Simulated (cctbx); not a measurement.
# A crystallographic session in cctbx: Cu3GeMoO8

Library: cctbx 2025.11.

## 1. Energy scan

run.py:

```python
from cctbx import adptbx, crystal, miller, xray
from cctbx.array_family import flex
from cctbx.eltbx import sasaki

cs = crystal.symmetry(unit_cell=(5.573, 9.082, 23.101, 90, 90, 90), space_group_symbol='Hall: F 2 -2d')  # Fdd2
atoms = [  # label, site, U (iso, or U11 U22 U33 U12 U13 U23 in A^2), occupancy
    ("Mo1", (0, 0, 0.74), 0.0089, 1),
    ("Ge1", (0.25, 0.75, 0.6346), 0.0095, 1),
    ("Cu1", (0.25, 0.25, 0.7363), 0.0112, 1),
    ("Cu2", (0.25, 0.75, 0.7975), 0.0092, 1),
    ("Cu3", (0.5, 0, 0.7959), 0.0100, 1),
    ("O1", (0.3828, 0.3698, 0.7897), 0.0136, 1),
    ("O2", (0.3124, 0.8886, 0.7396), 0.0137, 1),
    ("O3", (0.8838, 0.8704, 0.6839), 0.0166, 1),
    ("O4", (0.3348, 0.8836, 0.8469), 0.0129, 1),
]
xs = xray.structure(crystal_symmetry=cs)
for label, site, u, occ in atoms:
    u = adptbx.u_cif_as_u_star(cs.unit_cell(), u) if isinstance(u, tuple) else u
    xs.add_scatterer(xray.scatterer(label, site=site, u=u, occupancy=occ))
hkl = [(2, 0, 2), (1, 1, 3), (3, 1, 3), (2, 2, 4)]
ms = miller.set(cs, flex.miller_index(hkl + [tuple(-v for v in h) for h in hkl]), anomalous_flag=True)
print("E (eV)    f'(Mo)   f''   " + "".join("%16s" % ("|F|" + " ".join(map(str, h))) for h in hkl))
for e in [19400, 19750, 19880, 19940, 19970, 19985, 19992, 19996, 20004, 20008, 20015, 20030, 20060, 20150, 20400]:
    xs.set_inelastic_form_factors(12398.42 / e, "sasaki")
    t = sasaki.table("Mo").at_ev(e)
    f = flex.abs(ms.structure_factors_from_scatterers(xs, algorithm="direct").f_calc().data())
    n = len(hkl)
    print("%7.0f %7.2f %6.2f  " % (e, t.fp(), t.fdp()) + "".join("%9.1f/%6.1f" % (f[k], f[k + n]) for k in range(n)))
```

```console
$ python run.py
```

```text
E (eV)    f'(Mo)   f''           |F|2 0 2        |F|1 1 3        |F|3 1 3        |F|2 2 4
  19400   -3.07   0.57      167.9/ 172.7    185.7/ 188.4     73.4/  76.0    358.0/ 366.7
  19750   -3.86   0.55      170.5/ 174.4    181.2/ 183.9     69.1/  71.7    353.6/ 361.8
  19880   -4.56   0.54      172.9/ 176.0    177.3/ 180.0     65.4/  67.9    349.7/ 357.7
  19940   -5.23   0.54      175.3/ 177.7    173.6/ 176.2     61.8/  64.3    346.0/ 353.8
  19970   -5.90   0.54      177.9/ 179.6    169.8/ 172.4     58.2/  60.7    342.4/ 349.9
  19985   -6.57   0.54      180.5/ 181.6    166.1/ 168.7     54.7/  57.2    338.8/ 346.1
  19992   -7.17   0.54      183.0/ 183.4    162.7/ 165.3     51.5/  54.0    335.6/ 342.7
  19996   -7.82   0.54      185.8/ 185.6    159.1/ 161.7     48.0/  50.5    332.1/ 339.0
  20004   -8.16   3.69      208.1/ 165.1    157.9/ 160.6     49.1/  50.5    348.7/ 320.6
  20008   -7.36   3.69      205.0/ 162.0    162.3/ 165.1     53.1/  54.6    352.7/ 325.3
  20015   -6.66   3.69      202.4/ 159.5    166.2/ 169.0     56.7/  58.2    356.2/ 329.5
  20030   -5.93   3.69      199.8/ 157.0    170.3/ 173.0     60.4/  62.0    359.9/ 333.9
  20060   -5.21   3.68      197.3/ 154.8    174.3/ 177.1     64.1/  65.8    363.6/ 338.2
  20150   -4.25   3.64      194.1/ 152.2    179.6/ 182.4     69.1/  70.8    368.5/ 344.1
  20400   -3.21   3.56      190.7/ 150.1    185.4/ 188.1     74.4/  76.1    373.7/ 350.7
```

Run time: 0.48 s on 1 thread of Arm Neoverse N1 (shared host), peak memory 0.07 GiB.

[Logs are printed without paths, hosts, clocks, repeated set-up lines and the standing remarks that a program may print on its own settings, such as how far it seeks lower states.]
